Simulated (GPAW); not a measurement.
# Ballistic transport through a Pb chain with CO on top of one atom, from relaxation to T(E)

Aim: the conductance of a Pb chain with CO on top of one atom after relaxation, and whether geometry, basis or functional moves it most.

Main program and level: GPAW 26.7.0; GPAW LCAO, PAW setups; relaxation of the junction within the symmetry of its start, lead ends held, in the first sound run; inputs show where later runs differ.

Report form: the programs' logs are mostly left out.

## (1) The starting structure

The cell holds 15 atoms: 13 Pb, 1 C and 1 O. Cell: a = 9.000 Å, b = 9.000 Å, c = 37.700 Å, α = 90.0°, β = 90.0°, γ = 90.0°. Regions: left lead, 6 atoms (6 Pb); channel, 3 atoms (1 Pb, 1 C and 1 O); right lead, 6 atoms (6 Pb). Vacuum lies along a and b. The structure is stacked along c, and the current runs across the ab planes.

## (2) Relaxation

Transmission follows bond lengths closely, so the atoms between the held lead ends are relaxed first, within whatever symmetry the start has.

File run.py:

```python
import json
from ase import Atoms
from ase.constraints import FixAtoms
from ase.optimize import BFGS
from gpaw import GPAW, FermiDirac

device = Atoms(
    ['Pb', 'Pb', 'Pb', 'Pb', 'Pb', 'Pb', 'Pb', 'C', 'O', 'Pb', 'Pb', 'Pb', 'Pb', 'Pb', 'Pb'],
    positions=[
        [4.50000, 4.50000, 1.45000],
        [4.50000, 4.50000, 4.35000],
        [4.50000, 4.50000, 7.25000],
        [4.50000, 4.50000, 10.15000],
        [4.50000, 4.50000, 13.05000],
        [4.50000, 4.50000, 15.95000],
        [4.50000, 4.50000, 18.85000],
        [6.47020, 4.50000, 18.85000],
        [7.63020, 4.50000, 18.85000],
        [4.50000, 4.50000, 21.75000],
        [4.50000, 4.50000, 24.65000],
        [4.50000, 4.50000, 27.55000],
        [4.50000, 4.50000, 30.45000],
        [4.50000, 4.50000, 33.35000],
        [4.50000, 4.50000, 36.25000]],
    cell=[[9.0, 0.0, 0.0], [0.0, 9.0, 0.0], [0.0, 0.0, 37.7]],
    pbc=True)

device.set_constraint(FixAtoms([0, 1, 2, 3, 4, 10, 11, 12, 13, 14]))
device.calc = GPAW(mode='lcao', basis='dzp', xc='PBE', h=0.18,
                   kpts={'size': (1, 1, 2), 'gamma': True},
                   symmetry={'tolerance': 1e-3, 'extra_ids': [1, 1, 1, 1, 1, 0, 0, 0, 0, 0, 1, 1, 1, 1, 1]},
                   occupations=FermiDirac(0.1), maxiter=250,
                   mixer=dict(beta=0.1, nmaxold=8, weight=100.0),
                   convergence=dict(density=0.0001), txt='relax.txt')
path = []
opt = BFGS(device, maxstep=0.15)
opt.attach(lambda: path.append((device.get_potential_energy(), device.positions.tolist(), device.get_forces().tolist())))
relaxed = bool(opt.run(fmax=0.05, steps=50))
json.dump(dict(relaxed=relaxed, path=path, positions=device.positions.tolist(), moments=device.get_magnetic_moments().tolist(),
               forces=device.get_forces(apply_constraint=False).tolist()), open('result.json', 'w'))
```

The run is started by

```
OMP_NUM_THREADS=1 OPENBLAS_NUM_THREADS=1 python run.py
```

Run time: 14 min. Hardware: 1 thread of Intel Xeon Platinum 8488C (Sapphire Rapids), shared host; peak memory 1.7 GiB.

Step by step:

| step | energy less that of the first step (eV) | largest force (eV/Å) |
| --- | --- | --- |
| 1 | 0.0000 | 5.3334 |
| 2 | -0.4669 | 2.9931 |
| 3 | -0.7147 | 4.2312 |
| 4 | -0.8819 | 0.6783 |
| 5 | -0.8913 | 0.2012 |
| 6 | -0.8961 | 0.2261 |
| 7 | -0.8988 | 0.2826 |
| 8 | -0.9035 | 0.2953 |
| 9 | -0.9167 | 0.3341 |
| 10 | -0.9370 | 0.5491 |
| 11 | -0.9849 | 0.8706 |
| 12 | -1.0129 | 0.9769 |
| 13 | -1.0373 | 0.8606 |
| 14 | -1.0928 | 0.6222 |
| 15 | -1.1470 | 0.5493 |
| 16 | -1.1748 | 0.1447 |
| 17 | -1.1757 | 0.0691 |
| 18 | -1.1768 | 0.0367 |

The atoms that moved most (Å):

| atom | dx | dy | dz | length |
| --- | --- | --- | --- | --- |
| Pb7 | -0.670 | 0.000 | 0.000 | 0.670 |
| Pb6 | 0.538 | 0.000 | 0.016 | 0.539 |
| Pb10 | 0.538 | 0.000 | -0.016 | 0.539 |
| C8 | -0.276 | 0.000 | 0.000 | 0.276 |
| O9 | -0.254 | 0.000 | 0.000 | 0.254 |

The relaxation lowered the energy of the cell by 1.18 eV (energies extrapolated to zero smearing; the optimiser's log prints free energies). The largest force left on a free atom is 0.037 eV/Å.

## (3) GPAW, dzp

The script solves lead and junction separately, takes H and S in the orbital basis, and joins semi-infinite leads through their self-energies; the dzp basis is the working standard.

This step: GPAW LCAO, PAW setups; Landauer transmission from Green's functions with principal layers (ASE), zero bias (GPAW 26.7.0).

File run.py:

```python
import json
import numpy as np
from ase import Atoms
from ase.transport.calculators import TransportCalculator
from gpaw import GPAW, FermiDirac
from gpaw.lcao.tools import get_lcao_hamiltonian
from scipy.linalg import eigh

# The junction with lead layers at both ends, along the third cell vector
device = Atoms(
    ['Pb', 'Pb', 'Pb', 'Pb', 'Pb', 'Pb', 'Pb', 'C', 'O', 'Pb', 'Pb', 'Pb', 'Pb', 'Pb', 'Pb'],
    positions=[
        [4.50000, 4.50000, 1.45000],
        [4.50000, 4.50000, 4.35000],
        [4.50000, 4.50000, 7.25000],
        [4.50000, 4.50000, 10.15000],
        [4.50000, 4.50000, 13.05000],
        [5.03842, 4.50000, 15.96561],
        [3.83031, 4.50000, 18.85000],
        [6.19386, 4.50000, 18.85000],
        [7.37662, 4.50000, 18.85000],
        [5.03842, 4.50000, 21.73439],
        [4.50000, 4.50000, 24.65000],
        [4.50000, 4.50000, 27.55000],
        [4.50000, 4.50000, 30.45000],
        [4.50000, 4.50000, 33.35000],
        [4.50000, 4.50000, 36.25000]],
    cell=[[9.0, 0.0, 0.0], [0.0, 9.0, 0.0], [0.0, 0.0, 37.7]],
    pbc=True)

# One principal layer of the lead: the first 3 atoms of the device
lead = Atoms(
    ['Pb', 'Pb', 'Pb'],
    positions=[
        [4.50000, 4.50000, 1.45000],
        [4.50000, 4.50000, 4.35000],
        [4.50000, 4.50000, 7.25000]],
    cell=[[9.0, 0.0, 0.0], [0.0, 9.0, 0.0], [0.0, 0.0, 8.7]],
    pbc=True)

settings = dict(mode='lcao', basis='dzp', xc='PBE', h=0.18,
                occupations=FermiDirac(0.1), maxiter=250,
                mixer=dict(beta=0.1, nmaxold=8, weight=100.0),
                convergence=dict(density=0.0001))
energies = np.arange(-2, 2 + 1e-9, 0.025)
eta = 0.0001
n1, n2 = 1, 1
# k and -k transmit alike, so half of the mesh across the current serves
mesh = [(i, j) for i in range(n1) for j in range(n2) if (i, j) <= (-i % n1, -j % n2)]
weights = np.array([1 if (i, j) == (-i % n1, -j % n2) else 2 for i, j in mesh]) / (n1 * n2)

# [... helper functions left out ...]
fermi_lead = ground_state(lead, (1, 1, 13), 'lead.txt')
fermi_device = ground_state(device, (1, 1, 2), 'device.txt')
# [... loop over the mesh left out, but for ...]
        # Shift the lead onto the potential of the device's first layer
        shift = ((H[:, 0, 0] - H0[:, 0, 0]) / S0[0, 0]).real.mean()
# [...]
kT = 8.617333e-5 * 300
bias = [0.1, 0.2, 0.5, 1.0, 1.5, 2.0]
# [... integrals and printing left out ...]
```

Run time: 1.8 min. Hardware: 1 thread; peak memory 1.8 GiB.

This step gave:

* conductance: 2.193 G₀
* thermopower: -2.163 μV/K
* largest coupling past the next principal layer: 2.76e-8 eV
* largest misfit of the first principal layer: 0.02674 eV
* shift that aligns the lead: 0.001633 eV
* basis functions of the junction: 325
* basis functions of a principal layer: 69
* transmission at the Fermi level (one spin): 2.195

One spin. The transmission, zone mean by energy, zero at the Fermi level:

| energy (eV) | transmission, zone mean |
| --- | --- |
| -2.000 | 0.820 |
| -1.900 | 0.869 |
| -1.800 | 0.910 |
| -1.700 | 0.943 |
| -1.600 | 0.968 |
| -1.500 | 0.987 |
| -1.400 | 0.997 |
| -1.350 | 0.999 |
| -1.300 | 0.998 |
| -1.200 | 0.986 |
| -1.100 | 0.955 |
| -1.000 | 0.896 |
| -0.900 | 0.790 |
| -0.800 | 0.602 |
| -0.700 | 0.222 |
| -0.600 | 1.27 |
| -0.500 | 1.53 |
| -0.400 | 1.74 |
| -0.300 | 1.91 |
| -0.200 | 2.03 |
| -0.100 | 2.12 |
| 0.000 | 2.19 |
| 0.100 | 2.25 |
| 0.200 | 2.30 |
| 0.300 | 2.35 |
| 0.400 | 2.39 |
| 0.500 | 2.43 |
| 0.600 | 2.46 |
| 0.700 | 2.48 |
| 0.800 | 2.49 |
| 0.900 | 2.48 |
| 1.000 | 2.46 |
| 1.100 | 2.43 |
| 1.200 | 2.38 |
| 1.300 | 2.32 |
| 1.400 | 2.25 |
| 1.500 | 2.17 |
| 1.600 | 2.09 |
| 1.700 | 2.00 |
| 1.800 | 1.90 |
| 1.900 | 1.80 |
| 2.000 | 1.68 |

Not self-consistent under bias; the bias window is split evenly. The current through one cell, from the zero-bias transmission by bias:

| bias (V) | current through one cell, from the zero-bias transmission (μA) |
| --- | --- |
| 0.100 | 17.0 |
| 0.200 | 34.0 |
| 0.500 | 84.4 |
| 1.000 | 165 |
| 1.500 | 232 |
| 2.000 | 294 |

Table of transmission of the three most open eigenchannels by energy, zero at the Fermi level:

| energy (eV) | channel 1 | channel 2 | channel 3 |
| --- | --- | --- | --- |
| -2.000 | 0.820 | 0 | 0 |
| -1.900 | 0.869 | 0 | 0 |
| -1.800 | 0.910 | 0 | 0 |
| -1.700 | 0.943 | 0 | 0 |
| -1.600 | 0.968 | 0 | 0 |
| -1.500 | 0.987 | 0 | 0 |
| -1.400 | 0.997 | 0 | 0 |
| -1.300 | 0.998 | 0 | 0 |
| -1.200 | 0.986 | 0 | 0 |
| -1.100 | 0.955 | 0 | 0 |
| -1.000 | 0.896 | 0 | 0 |
| -0.900 | 0.790 | 0 | 0 |
| -0.800 | 0.602 | 4.2e-11 | 0 |
| -0.700 | 0.222 | 1.3e-6 | 1.4e-7 |
| -0.600 | 0.676 | 0.553 | 0.0423 |
| -0.500 | 0.785 | 0.675 | 0.0722 |
| -0.400 | 0.860 | 0.770 | 0.109 |
| -0.300 | 0.914 | 0.841 | 0.150 |
| -0.200 | 0.950 | 0.885 | 0.197 |
| -0.100 | 0.972 | 0.906 | 0.246 |
| 0.000 | 0.984 | 0.914 | 0.297 |
| 0.100 | 0.990 | 0.914 | 0.349 |
| 0.200 | 0.994 | 0.910 | 0.400 |
| 0.300 | 0.996 | 0.906 | 0.449 |
| 0.400 | 0.998 | 0.902 | 0.494 |
| 0.500 | 0.999 | 0.900 | 0.533 |
| 0.600 | 0.999 | 0.898 | 0.565 |
| 0.700 | 0.999 | 0.895 | 0.589 |
| 0.800 | 0.999 | 0.888 | 0.603 |
| 0.900 | 0.999 | 0.876 | 0.609 |
| 1.000 | 0.999 | 0.858 | 0.607 |
| 1.100 | 0.999 | 0.831 | 0.598 |
| 1.200 | 0.999 | 0.796 | 0.584 |
| 1.300 | 0.999 | 0.753 | 0.568 |
| 1.400 | 0.997 | 0.702 | 0.550 |
| 1.500 | 0.995 | 0.645 | 0.532 |
| 1.600 | 0.992 | 0.583 | 0.514 |
| 1.700 | 0.987 | 0.516 | 0.495 |
| 1.800 | 0.981 | 0.477 | 0.445 |
| 1.900 | 0.975 | 0.456 | 0.368 |
| 2.000 | 0.968 | 0.432 | 0.281 |

Couplings past the next layer reach 2.8e-8 eV, small enough to drop; the matrix elements of the cell's first layer differ from the bulk lead's by up to 0.027 eV. That layer keeps its own values in the calculation, and only beyond it is the lead taken as perfect. The Fermi levels of lead and junction count from different zeros of potential, one for each periodic cell; with both set to zero, the small remaining shift is what aligns them. Without spin-orbit coupling, which is large for these atoms, channel counts and T are those of the scalar-relativistic bands. By hand: G = 2.193 × 77.48 μS = 170 μS, a resistance of 5.88 kΩ; at 0.1 V a linear junction would pass 17.0 μA, and the integral over the bias window gives 17.0 μA. Mott's formula, S = -(π²/3)(k_B²T/e) d ln T/dE, has the prefactor 7.33 μV/K·eV at 300 K; T = 2.178 at -0.025 eV and 2.210 at 0.025 eV give a slope of 0.290 per eV and S = -2.13 μV/K, beside -2.16 μV/K from the thermal integral, which interpolates the same grid.

## (4) Single-zeta polarised basis

One radial function a shell plus polarisation makes the matrices smaller; the question is what that costs.

Changes to run.py since step 3:

```diff
@@ -40,3 +40,3 @@
 
-settings = dict(mode='lcao', basis='dzp', xc='PBE', h=0.18,
+settings = dict(mode='lcao', basis='szp(dzp)', xc='PBE', h=0.18,
                 occupations=FermiDirac(0.1), maxiter=250,
```

It took 88 s on 1 thread; peak memory 1.8 GiB.

Numbers from this step:

```yaml
conductance: 2.216 G₀
thermopower: -2.424 μV/K
largest_coupling_past_the_next_principal_layer: 2.75e-8 eV
largest_misfit_of_the_first_principal_layer: 0.02676 eV
shift_that_aligns_the_lead: -0.003745 eV
basis_functions_of_the_junction: 200
basis_functions_of_a_principal_layer: 42
transmission_at_the_fermi_level_one_spin: 2.218
```

One spin. Transmission, zone mean against energy, zero at the Fermi level:

energy (eV), transmission, zone mean and a bar from the least value:
```
   -2.000       0.85 #######
   -1.900       0.90 ########
   -1.800       0.93 ########
   -1.700       0.96 #########
   -1.600       0.98 #########
   -1.500       0.99 #########
   -1.400       1.00 #########
   -1.375       1.00 #########
   -1.300       1.00 #########
   -1.200       0.98 #########
   -1.100       0.95 #########
   -1.000       0.90 ########
   -0.900       0.81 #######
   -0.800       0.65 ####
   -0.700       0.32 
   -0.600       1.23 ############
   -0.500       1.51 ################
   -0.400       1.71 ###################
   -0.300       1.89 #####################
   -0.200       2.03 #######################
   -0.100       2.14 ########################
    0.000       2.22 ##########################
    0.100       2.28 ##########################
    0.200       2.34 ###########################
    0.300       2.40 ############################
    0.400       2.45 #############################
    0.500       2.49 #############################
    0.600       2.52 ##############################
    0.700       2.54 ##############################
    0.775       2.55 ##############################
    0.800       2.55 ##############################
    0.900       2.53 ##############################
    1.000       2.51 #############################
    1.100       2.46 #############################
    1.200       2.40 ############################
    1.300       2.32 ###########################
    1.400       2.24 ##########################
    1.500       2.14 ########################
    1.600       2.03 #######################
    1.700       1.91 #####################
    1.800       1.79 ####################
    1.900       1.64 ##################
    2.000       1.47 ################
```

Not self-consistent under bias; the bias window is split evenly. The current through one cell, from the zero-bias transmission by bias:

| bias (V) | current through one cell, from the zero-bias transmission (μA) |
| --- | --- |
| 0.100 | 17.2 |
| 0.200 | 34.3 |
| 0.500 | 85.2 |
| 1.000 | 166 |
| 1.500 | 234 |
| 2.000 | 298 |

Transmission of the three most open eigenchannels against energy, zero at the Fermi level:

| energy (eV) | channel 1 | channel 2 | channel 3 |
| --- | --- | --- | --- |
| -2.000 | 0.852 | 0 | 0 |
| -1.900 | 0.897 | 0 | 0 |
| -1.800 | 0.932 | 0 | 0 |
| -1.700 | 0.959 | 0 | 0 |
| -1.600 | 0.980 | 0 | 0 |
| -1.500 | 0.993 | 0 | 0 |
| -1.400 | 0.999 | 0 | 0 |
| -1.300 | 0.996 | 0 | 0 |
| -1.200 | 0.982 | 0 | 0 |
| -1.100 | 0.953 | 0 | 0 |
| -1.000 | 0.901 | 0 | 0 |
| -0.900 | 0.809 | 0 | 0 |
| -0.800 | 0.646 | 1.6e-11 | 0 |
| -0.700 | 0.320 | 1.3e-7 | 7.2e-9 |
| -0.600 | 0.676 | 0.508 | 0.0422 |
| -0.500 | 0.792 | 0.645 | 0.0753 |
| -0.400 | 0.860 | 0.733 | 0.116 |
| -0.300 | 0.912 | 0.809 | 0.165 |
| -0.200 | 0.949 | 0.861 | 0.221 |
| -0.100 | 0.971 | 0.887 | 0.279 |
| 0.000 | 0.983 | 0.895 | 0.340 |
| 0.100 | 0.990 | 0.892 | 0.402 |
| 0.200 | 0.993 | 0.886 | 0.463 |
| 0.300 | 0.995 | 0.880 | 0.522 |
| 0.400 | 0.997 | 0.876 | 0.575 |
| 0.500 | 0.998 | 0.873 | 0.619 |
| 0.600 | 0.998 | 0.869 | 0.654 |
| 0.700 | 0.998 | 0.864 | 0.679 |
| 0.800 | 0.998 | 0.854 | 0.693 |
| 0.900 | 0.998 | 0.839 | 0.698 |
| 1.000 | 0.996 | 0.817 | 0.693 |
| 1.100 | 0.994 | 0.786 | 0.682 |
| 1.200 | 0.990 | 0.746 | 0.665 |
| 1.300 | 0.984 | 0.695 | 0.645 |
| 1.400 | 0.976 | 0.635 | 0.625 |
| 1.500 | 0.965 | 0.604 | 0.567 |
| 1.600 | 0.952 | 0.585 | 0.492 |
| 1.700 | 0.937 | 0.567 | 0.410 |
| 1.800 | 0.918 | 0.550 | 0.320 |
| 1.900 | 0.897 | 0.532 | 0.215 |
| 2.000 | 0.873 | 0.514 | 0.0837 |

The conductance, 2.22 G₀, lies 1.1 % above that of the dzp run.

## (5) GPAW, sz: basis = "sz(dzp)"

One function for each valence shell of the setup, as for a first survey of a large system.

Changes to run.py since step 4:

```diff
@@ -40,3 +40,3 @@
 
-settings = dict(mode='lcao', basis='szp(dzp)', xc='PBE', h=0.18,
+settings = dict(mode='lcao', basis='sz(dzp)', xc='PBE', h=0.18,
                 occupations=FermiDirac(0.1), maxiter=250,
```

It took 55 s on 1 thread; peak memory 1.6 GiB.

This step gave:

```yaml
conductance: 2.264 G₀
thermopower: -2.600 μV/K
largest_coupling_past_the_next_principal_layer: 2.77e-8 eV
largest_misfit_of_the_first_principal_layer: 0.02578 eV
shift_that_aligns_the_lead: 0.005448 eV
basis_functions_of_the_junction: 125
basis_functions_of_a_principal_layer: 27
transmission_at_the_fermi_level_one_spin: 2.266
```

The conductance, 2.26 G₀, lies 3.2 % above that of the dzp run.

## (6) revPBE in the dzp basis: xc = "revPBE"

Back in the dzp basis, the functional changes from PBE to revPBE, to set the spread between functionals beside that between bases.

Changes to run.py since step 5:

```diff
@@ -40,3 +40,3 @@
 
-settings = dict(mode='lcao', basis='sz(dzp)', xc='PBE', h=0.18,
+settings = dict(mode='lcao', basis='dzp', xc='revPBE', h=0.18,
                 occupations=FermiDirac(0.1), maxiter=250,
```

Run time: 100 s. Hardware: 1 thread; peak memory 1.8 GiB.

This step gave:

- conductance: 2.185 G₀
- thermopower: -2.150 μV/K
- largest coupling past the next principal layer: 2.73e-8 eV
- largest misfit of the first principal layer: 0.02645 eV
- shift that aligns the lead: 0.001386 eV
- basis functions of the junction: 325
- basis functions of a principal layer: 69
- transmission at the Fermi level (one spin): 2.186

The conductance, 2.18 G₀, lies 0.4 % below that of the dzp run.

## (7) The structure as built: geometry = "as built"

The dzp basis with PBE on the structure as first built shows what the relaxation was worth.

Changes to run.py since step 6:

```diff
@@ -17,7 +17,7 @@
         [4.50000, 4.50000, 13.05000],
-        [5.03842, 4.50000, 15.96561],
-        [3.83031, 4.50000, 18.85000],
-        [6.19386, 4.50000, 18.85000],
-        [7.37662, 4.50000, 18.85000],
-        [5.03842, 4.50000, 21.73439],
+        [4.50000, 4.50000, 15.95000],
+        [4.50000, 4.50000, 18.85000],
+        [6.47020, 4.50000, 18.85000],
+        [7.63020, 4.50000, 18.85000],
+        [4.50000, 4.50000, 21.75000],
         [4.50000, 4.50000, 24.65000],
@@ -40,3 +40,3 @@
 
-settings = dict(mode='lcao', basis='dzp', xc='revPBE', h=0.18,
+settings = dict(mode='lcao', basis='dzp', xc='PBE', h=0.18,
                 occupations=FermiDirac(0.1), maxiter=250,
```

Run time: 100 s. Hardware: 1 thread; peak memory 1.8 GiB.

Numbers from this step:

```yaml
conductance: 2.044 G₀
largest_coupling_past_the_next_principal_layer: 2.76e-8 eV
largest_misfit_of_the_first_principal_layer: 0.009123 eV
shift_that_aligns_the_lead: -0.01087 eV
transmission_at_the_fermi_level_one_spin: 2.047
```

One spin. Transmission, zone mean against energy, zero at the Fermi level:

| energy (eV) | transmission, zone mean |
| --- | --- |
| -2.000 | 0.903 |
| -1.800 | 0.919 |
| -1.600 | 0.928 |
| -1.400 | 0.934 |
| -1.200 | 0.937 |
| -1.000 | 0.939 |
| -0.800 | 0.938 |
| -0.600 | 1.37 |
| -0.400 | 1.73 |
| -0.200 | 1.96 |
| 0.000 | 2.05 |
| 0.050 | 2.05 |
| 0.200 | 2.03 |
| 0.400 | 1.97 |
| 0.600 | 1.88 |
| 0.800 | 1.78 |
| 1.000 | 1.68 |
| 1.200 | 1.58 |
| 1.400 | 1.48 |
| 1.600 | 1.38 |
| 1.800 | 1.29 |
| 2.000 | 1.21 |

The conductance, 2.04 G₀, lies 6.8 % below that of the dzp run.

## (8) The ladder

Times are for 1 thread of Intel Xeon Platinum 8488C (Sapphire Rapids), shared host. Results by setting:

| no. | run | conductance (G₀) | time | memory (GiB) |
| --- | --- | --- | --- | --- |
| 1 | dzp | 2.193 | 1.8 min | 1.8 |
| 2 | szp | 2.216 | 88 s | 1.8 |
| 3 | sz | 2.264 | 55 s | 1.6 |
| 4 | dzp revPBE | 2.185 | 100 s | 1.8 |
| 5 | asbuilt | 2.044 | 100 s | 1.8 |

(Part 1 of 2 ends here.)

[Logs are printed without paths, hosts, clocks, repeated set-up lines and the standing remarks that a program may print on its own settings, such as how far it seeks lower states.]

[Hosts, paths, dates, database ids (printed as entryN), source tags and the programs' standing remarks are cut or masked in the printed files.]
